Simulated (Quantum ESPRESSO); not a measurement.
# Work-function anisotropy of Ni, part 4 of 6

Wanted: work functions of Ni face by face, under two functionals.

Quantum ESPRESSO 7.5; plane-wave DFT, PBE, PseudoDojo norm-conserving pseudopotentials.

So far. Step 6 (Electrostatic potential of (111)): On (111) the work function under PBEsol lies +0.14 eV from PBE's. Step 7 (Relaxing the ions of (100), PBE): The relaxation lowers the energy by 5 meV an atom. On the free atoms the largest force ends at 0.025 eV/Å.

**8. SCF with pw.x of (100), PBE**

Level of this step: plane-wave DFT, PBE, PseudoDojo norm-conserving pseudopotentials (Quantum ESPRESSO 7.5).

File 100.pbe.in:

```
&control
  prefix = '100.pbe'
  outdir = './out'
  pseudo_dir = './pseudo'
  calculation = 'scf'
  tprnfor = .true.
/
&system
  ibrav = 0
  nat = 5
  ntyp = 1
  ecutwfc = 90
  ecutrho = 360
  occupations = 'smearing'
  smearing = 'mv'
  degauss = 0.02
  nspin = 2
  starting_magnetization(1) = 0.12
/
&electrons
  conv_thr = 1e-07
  mixing_beta = 0.4
  electron_maxstep = 120
  mixing_mode = 'local-TF'
/
ATOMIC_SPECIES
  Ni  58.6934  Ni.dojo-sr-pbe-0.4.1-standard.upf
CELL_PARAMETERS angstrom
  2.48901586977665 0.00000000000000 0.00000000000000
  0.00000000000000 2.48901586977665 0.00000000000000
  0.00000000000000 0.00000000000000 23.04000000000000
ATOMIC_POSITIONS crystal
  Ni  0.000000000000 0.000000000000 0.349680888500
  Ni  0.500000000000 0.500000000000 0.422974538000
  Ni  0.000000000000 0.000000000000 0.500000000000
  Ni  0.500000000000 0.500000000000 0.577025462000
  Ni  0.000000000000 0.000000000000 0.650319111500
K_POINTS automatic
  12 12 1 0 0 0
```

Started as:

```console
OMP_NUM_THREADS=1 mpirun -n 4 pw.x -nk 4 -in 100.pbe.in > 100.pbe.out
```

What it wrote:

```text
[banner, memory and clock lines left out]
Program PWSCF v.7.5 starts
[citation notice left out]

[...]
Message from routine setup:
[...]
bravais-lattice index     =            0
     lattice parameter (alat)  =       4.7036  a.u.
     unit-cell volume          =     963.2398 (a.u.)^3
     number of atoms/cell      =            5
     number of atomic types    =            1
     number of electrons       =        90.00
     number of Kohn-Sham states=           54
     kinetic-energy cutoff     =      90.0000  Ry
     charge density cutoff     =     360.0000  Ry
     scf convergence threshold =      1.0E-07
     mixing beta               =       0.4000
     number of iterations used =            8  local-TF  mixing
     Exchange-correlation= PBE
                           (   1   4   3   4   0   0   0)

[...]
PseudoPot. # 1 for Ni read from file:
     ./pseudo/Ni.dojo-sr-pbe-0.4.1-standard.upf
     Pseudo is Norm-conserving + core correction, Zval = 18.0
     Generated using ONCVPSP code by D. R. Hamann
     Using radial grid of 1372 points,  6 beta functions with:
                l(1) =   0
                l(2) =   0
                l(3) =   1
                l(4) =   1
                l(5) =   2
                l(6) =   2

     atomic species   valence    mass     pseudopotential
     Ni               18.00    58.69340     Ni( 1.00)

     Starting magnetic structure
     atomic species   magnetization
     Ni              0.120

     16 Sym. Ops., with inversion, found

[...]
number of k points=    28  Marzari-Vanderbilt smearing, width (Ry)=  0.0200
[...]
Dense  grid:   111047 G-vectors     FFT dimensions: (  30,  30, 270)

     Generating pointlists ...
     new r_m :   0.4042 (alat units)  1.9013 (a.u.) for type    1

     Initial potential from superposition of free atoms

     starting charge      89.9989, renormalised to      90.0000

     negative rho (up, down):  5.946E-06 4.672E-06
     Starting wfcs are   50 randomized atomic wfcs +    4 random wfcs

     per-process dynamical memory:   258.4 Mb

     Self-consistent Calculation

     iteration #  1     ecut=    90.00 Ry     beta= 0.40
     Davidson diagonalization with overlap
     ethr =  1.00E-02,  avg # of iterations =  4.4

     negative rho (up, down):  4.319E-08 4.364E-08

     total energy              =   -1677.73251317 Ry
     estimated scf accuracy    <       1.65829782 Ry

     total magnetization       =     4.60 Bohr mag/cell
     absolute magnetization    =     4.90 Bohr mag/cell

     iteration #  2     ecut=    90.00 Ry     beta= 0.40
[...]
total energy              =   -1677.74282898 Ry
     estimated scf accuracy    <       0.71677181 Ry

     total magnetization       =     4.16 Bohr mag/cell
     absolute magnetization    =     4.60 Bohr mag/cell

     iteration #  3     ecut=    90.00 Ry     beta= 0.40
[...]
total energy              =   -1677.75893347 Ry
     estimated scf accuracy    <       1.41521907 Ry

     total magnetization       =     4.10 Bohr mag/cell
     absolute magnetization    =     4.57 Bohr mag/cell

     iteration #  4     ecut=    90.00 Ry     beta= 0.40
[...]
total energy              =   -1677.77963660 Ry
     estimated scf accuracy    <       0.08411097 Ry

     total magnetization       =     3.60 Bohr mag/cell
     absolute magnetization    =     4.17 Bohr mag/cell

     iteration #  5     ecut=    90.00 Ry     beta= 0.40
[...]
total energy              =   -1677.78026034 Ry
     estimated scf accuracy    <       0.02743755 Ry

     total magnetization       =     3.50 Bohr mag/cell
     absolute magnetization    =     4.05 Bohr mag/cell

     iteration #  6     ecut=    90.00 Ry     beta= 0.40
[...]
total energy              =   -1677.77621299 Ry
     estimated scf accuracy    <       0.01812662 Ry

     total magnetization       =     3.48 Bohr mag/cell
     absolute magnetization    =     4.03 Bohr mag/cell

[...]
iteration # 14     ecut=    90.00 Ry     beta= 0.40
[...]
negative rho (up, down):  3.070E-04 2.836E-04

[...]
total energy              =   -1677.77483429 Ry
     estimated scf accuracy    <       0.00000491 Ry

     total magnetization       =     3.56 Bohr mag/cell
     absolute magnetization    =     4.09 Bohr mag/cell

     iteration # 15     ecut=    90.00 Ry     beta= 0.40
[...]
negative rho (up, down):  4.574E-05 4.061E-05

[...]
total energy              =   -1677.77483414 Ry
     estimated scf accuracy    <       0.00000097 Ry

     total magnetization       =     3.56 Bohr mag/cell
     absolute magnetization    =     4.09 Bohr mag/cell

     iteration # 16     ecut=    90.00 Ry     beta= 0.40
[...]
negative rho (up, down):  1.043E-05 8.728E-06

[...]
total energy              =   -1677.77483429 Ry
     estimated scf accuracy    <       0.00000019 Ry

     total magnetization       =     3.56 Bohr mag/cell
     absolute magnetization    =     4.09 Bohr mag/cell

     iteration # 17     ecut=    90.00 Ry     beta= 0.40
[...]
Magnetic moment per site  (integrated on atomic sphere of radius R)
     atom   1 (R=0.404)  charge= 16.5238  magn=  0.8069
     atom   2 (R=0.404)  charge= 16.5998  magn=  0.7324
     atom   3 (R=0.404)  charge= 16.5835  magn=  0.7146
     atom   4 (R=0.404)  charge= 16.5998  magn=  0.7324
     atom   5 (R=0.404)  charge= 16.5238  magn=  0.8069

[...]
End of self-consistent calculation

 ------ SPIN UP ------------

          k = 0.0000 0.0000 0.0000 ( 13795 PWs)   bands (ev):

   -99.6229 -99.6209 -99.5154 -99.2573 -99.2573 -60.0794 -60.0448 -59.9673
   -59.9673 -59.9611 -59.9611 -59.9097 -59.8424 -59.8424 -59.6698 -59.6698
   -59.6697 -59.6697 -59.5371 -59.5368  -4.5571  -3.4013  -1.6658  -0.5318
    -0.4922  -0.0478   0.2688   0.8395   1.3535   1.5718   1.6992   1.6992
     2.0284   2.0284   2.2876   2.5840   2.6746   2.6746   2.7599   2.8090
     2.8770   2.9103   3.2191   3.2191   3.2425   3.4004   3.4905   3.4935
     3.4935   4.7287   6.0448   8.7140   9.1364   9.8476

          k = 0.0000 0.0833 0.0000 ( 13799 PWs)   bands (ev):

   -99.6220 -99.6201 -99.5147 -99.2566 -99.2566 -60.0772 -60.0455 -59.9746
   -59.9719 -59.9661 -59.9604 -59.9077 -59.8493 -59.8421 -59.6770 -59.6770
   -59.6693 -59.6693 -59.5364 -59.5362  -4.3796  -3.2345  -1.5218  -0.4122
    -0.3922   0.0094   0.3162   0.8653   1.3562   1.6140   1.6864   1.7233
     1.8967   2.0185   2.2782   2.4367   2.5662   2.6317   2.7565   2.7699
     2.9541   3.0036   3.0893   3.1037   3.3198   3.3390   3.4506   3.4633
     3.5151   5.0907   6.4603   8.8828   9.3205  10.0123

[...]
the Fermi energy is     4.1229 ev

!    total energy              =   -1677.77483443 Ry
     estimated scf accuracy    <       0.00000002 Ry
     smearing contrib. (-TS)   =       0.00142812 Ry
     internal energy E=F+TS    =   -1677.77626254 Ry

     The total energy is F=E-TS. E is the sum of the following terms:
     one-electron contribution =  -13966.17482915 Ry
     hartree contribution      =    6995.60738384 Ry
     xc contribution           =    -214.13524327 Ry
     ewald contribution        =    5506.92642604 Ry

     total magnetization       =     3.56 Bohr mag/cell
     absolute magnetization    =     4.09 Bohr mag/cell

     convergence has been achieved in  17 iterations

     Forces acting on atoms (cartesian axes, Ry/au):

     atom    1 type  1   force =     0.00000000    0.00000000   -0.00080696
     atom    2 type  1   force =     0.00000000    0.00000000    0.00071047
     atom    3 type  1   force =     0.00000000    0.00000000    0.00000000
     atom    4 type  1   force =     0.00000000    0.00000000   -0.00071047
     atom    5 type  1   force =     0.00000000    0.00000000    0.00080696

     Total force =     0.001520     Total SCF correction =     0.000896
     SCF correction compared to forces is large: reduce conv_thr to get better values

[...]
```

Run time: 3.7 min. Hardware: 4 MPI ranks of Arm Neoverse V2, shared host; peak memory 1.4 GiB; 15 min of CPU time.

This step gave:

- free energy: -22827.2895 eV
- Fermi energy: 4.123 eV
- magnetization: 3.56 μB
- absolute magnetization: 4.09 μB
- site moments: 0.8069, 0.7324, 0.7146, 0.7324, 0.8069 μB

**9. Potential by pp.x of (100)**

File 100.pbe.pot.in:

```
&inputpp
  prefix = '100.pbe'
  outdir = './out'
  filplot = '100.pbe.pot.dat'
  plot_num = 11
/
```

Started as:

```console
OMP_NUM_THREADS=1 mpirun -n 4 pp.x -in 100.pbe.pot.in > 100.pbe.pot.out
```

What it wrote:

```text
[banner, memory and clock lines left out]
Program POST-PROC v.7.5 starts
[citation notice left out]

[...]
./out/100.pbe.save/

[...]
Calling punch_plot, plot_num =  11
     Writing data to file  100.pbe.pot.dat
     Message from routine chdens:
     namelist plot not found or invalid, exiting
```

Run time: 0.75 s. Hardware: 4 MPI ranks; peak memory 0.12 GiB; 2.7 s of CPU time.

Numbers from this step:

- work function of the upper face: 4.901 eV
- slope of the potential above: 1.39e-4 eV/Å
- upper vacuum line continued to the top atoms, over the Fermi level: 4.900 eV
- work function of the lower face: 4.901 eV
- slope of the potential below: -1.05e-4 eV/Å
- lower vacuum line continued to the bottom atoms, over the Fermi level: 4.900 eV

The potential energy, planar mean oscillates, so the rows of the table below give means over windows of 1.79 Å about each position, cut where the curve ends. Its maxima inside the range that stand out by 2 % of the span (Å: eV): 8.9: -2.82, 10.7: -2.06, 12.4: -2.06, 14.2: -2.82. Its minima: 8.0: -23.6, 9.7: -23.9, 11.5: -23.8, 13.3: -23.9, 15.0: -23.6.

Electrostatic potential energy of an electron; zero at the Fermi level. Potential energy, planar mean against z; means over each step:

| z (Å) | potential energy, planar mean (eV) |
| --- | --- |
| 0.90 | 4.90 |
| 2.69 | 4.90 |
| 4.47 | 4.89 |
| 6.27 | 4.03 |
| 8.05 | -10.8 |
| 9.84 | -11.3 |
| 11.63 | -11.1 |
| 13.43 | -11.4 |
| 15.21 | -10.2 |
| 17.00 | 4.41 |
| 18.79 | 4.90 |
| 20.59 | 4.90 |
| 22.38 | 4.90 |

**10. Self-consistent run of (100), PBEsol**

Level of this step: plane-wave DFT, PBEsol, PseudoDojo norm-conserving pseudopotentials (Quantum ESPRESSO 7.5).

100.pbesol.in is the input of step 8 with these lines changed:

```diff
@@ -1,3 +1,3 @@
 &control
-  prefix = '100.pbe'
+  prefix = '100.pbesol'
   outdir = './out'
@@ -26,3 +26,3 @@
 ATOMIC_SPECIES
-  Ni  58.6934  Ni.dojo-sr-pbe-0.4.1-standard.upf
+  Ni  58.6934  Ni.dojo-sr-pbesol-0.4.1-standard.upf
 CELL_PARAMETERS angstrom
```

Started as:

```console
OMP_NUM_THREADS=1 mpirun -n 4 pw.x -nk 4 -in 100.pbesol.in > 100.pbesol.out
```

What it wrote:

```text
[banner, memory and clock lines left out]
Program PWSCF v.7.5 starts
[...]
Message from routine setup:
[...]
number of electrons       =        90.00
     number of Kohn-Sham states=           54
     kinetic-energy cutoff     =      90.0000  Ry
     charge density cutoff     =     360.0000  Ry
[...]
number of k points=    28  Marzari-Vanderbilt smearing, width (Ry)=  0.0200
[...]
Dense  grid:   111047 G-vectors     FFT dimensions: (  30,  30, 270)
[...]
negative rho (up, down):  5.909E-06 4.642E-06
     Starting wfcs are   50 randomized atomic wfcs +    4 random wfcs
[...]
negative rho (up, down):  1.742E-08 1.744E-08
[...]
estimated scf accuracy    <       1.53600759 Ry
     total magnetization       =     4.64 Bohr mag/cell
     absolute magnetization    =     4.94 Bohr mag/cell
[...]
estimated scf accuracy    <       0.69231750 Ry
     total magnetization       =     4.18 Bohr mag/cell
     absolute magnetization    =     4.61 Bohr mag/cell
[...]
estimated scf accuracy    <       1.38156526 Ry
     total magnetization       =     4.12 Bohr mag/cell
     absolute magnetization    =     4.56 Bohr mag/cell
[...]
estimated scf accuracy    <       0.05323469 Ry
     total magnetization       =     3.58 Bohr mag/cell
     absolute magnetization    =     4.12 Bohr mag/cell
[...]
estimated scf accuracy    <       0.02807685 Ry
     total magnetization       =     3.52 Bohr mag/cell
     absolute magnetization    =     4.03 Bohr mag/cell
[...]
estimated scf accuracy    <       0.01632856 Ry
     total magnetization       =     3.50 Bohr mag/cell
     absolute magnetization    =     4.00 Bohr mag/cell
[...]
estimated scf accuracy    <       0.01129859 Ry
     total magnetization       =     3.47 Bohr mag/cell
     absolute magnetization    =     3.93 Bohr mag/cell
[...]
estimated scf accuracy    <       0.01048894 Ry
     total magnetization       =     3.56 Bohr mag/cell
     absolute magnetization    =     4.01 Bohr mag/cell
[...]
negative rho (up, down):  3.236E-03 2.793E-03
[...]
estimated scf accuracy    <       0.00248952 Ry
     total magnetization       =     3.55 Bohr mag/cell
     absolute magnetization    =     4.02 Bohr mag/cell
[...]
negative rho (up, down):  4.791E-03 4.540E-03
[...]
estimated scf accuracy    <       0.00129804 Ry
     total magnetization       =     3.57 Bohr mag/cell
     absolute magnetization    =     4.07 Bohr mag/cell
[...]
negative rho (up, down):  4.542E-03 4.292E-03
[...]
estimated scf accuracy    <       0.00111798 Ry
     total magnetization       =     3.56 Bohr mag/cell
     absolute magnetization    =     4.07 Bohr mag/cell
[...]
negative rho (up, down):  2.234E-03 2.112E-03
[...]
estimated scf accuracy    <       0.00017814 Ry
     total magnetization       =     3.55 Bohr mag/cell
     absolute magnetization    =     4.06 Bohr mag/cell
[...]
negative rho (up, down):  8.333E-04 7.877E-04
[...]
estimated scf accuracy    <       0.00007838 Ry
     total magnetization       =     3.55 Bohr mag/cell
     absolute magnetization    =     4.05 Bohr mag/cell
[...]
negative rho (up, down):  3.279E-04 3.058E-04
[...]
estimated scf accuracy    <       0.00000713 Ry
     total magnetization       =     3.56 Bohr mag/cell
     absolute magnetization    =     4.05 Bohr mag/cell
[...]
negative rho (up, down):  2.704E-05 2.382E-05
[...]
estimated scf accuracy    <       0.00000091 Ry
     total magnetization       =     3.56 Bohr mag/cell
     absolute magnetization    =     4.05 Bohr mag/cell
[...]
negative rho (up, down):  5.337E-06 4.108E-06
[...]
estimated scf accuracy    <       0.00000023 Ry
     total magnetization       =     3.56 Bohr mag/cell
     absolute magnetization    =     4.05 Bohr mag/cell
[...]
the Fermi energy is     3.9821 ev
!    total energy              =   -1676.35211516 Ry
     estimated scf accuracy    <       0.00000001 Ry
     smearing contrib. (-TS)   =       0.00163999 Ry
     internal energy E=F+TS    =   -1676.35375515 Ry
[...]
one-electron contribution =  -13965.85644061 Ry
     hartree contribution      =    6994.62603628 Ry
     xc contribution           =    -212.04977685 Ry
     ewald contribution        =    5506.92642604 Ry
     total magnetization       =     3.56 Bohr mag/cell
     absolute magnetization    =     4.05 Bohr mag/cell
     convergence has been achieved in  17 iterations
[...]
Total force =     0.020988     Total SCF correction =     0.000809
[...]
```

Run time: 3.8 min. Hardware: 4 MPI ranks; peak memory 1.4 GiB; 15 min of CPU time.

Numbers from this step:

| Quantity | Value |
| --- | --- |
| free energy | -22807.9324 eV |
| Fermi energy | 3.982 eV |
| absolute magnetization | 4.05 μB |
| site moments | 0.8048, 0.7265, 0.7108, 0.7265, 0.8048 μB |

**11. Potential by pp.x of (100)**

File 100.pbesol.pot.in:

```
&inputpp
  prefix = '100.pbesol'
  outdir = './out'
  filplot = '100.pbesol.pot.dat'
  plot_num = 11
/
```

Started as:

```console
OMP_NUM_THREADS=1 mpirun -n 4 pp.x -in 100.pbesol.pot.in > 100.pbesol.pot.out
```

Elapsed: 0.76 s, on 4 MPI ranks; peak memory 0.12 GiB; 2.7 s of CPU time.

Read from the output:

- work function of the upper face: 5.013 eV
- slope of the potential above: 1.19e-4 eV/Å
- upper vacuum line continued to the top atoms, over the Fermi level: 5.012 eV
- work function of the lower face: 5.013 eV
- slope of the potential below: -8.96e-5 eV/Å
- lower vacuum line continued to the bottom atoms, over the Fermi level: 5.013 eV

On (100) the work function under PBEsol lies +0.11 eV from PBE's.

[end of part 4 of 6]

[Logs are printed without paths, hosts, clocks, repeated set-up lines and the standing remarks that a program may print on its own settings, such as how far it seeks lower states.]

[Hosts, paths, dates, database ids (printed as entryN), source tags and the programs' standing remarks are cut or masked in the printed files.]

[Maps of the electrostatic potential energy from Ansatz leave out the sawtooth potential of an applied field or a dipole correction, so their vacuum need not be flat; planar profiles and work functions include it.]
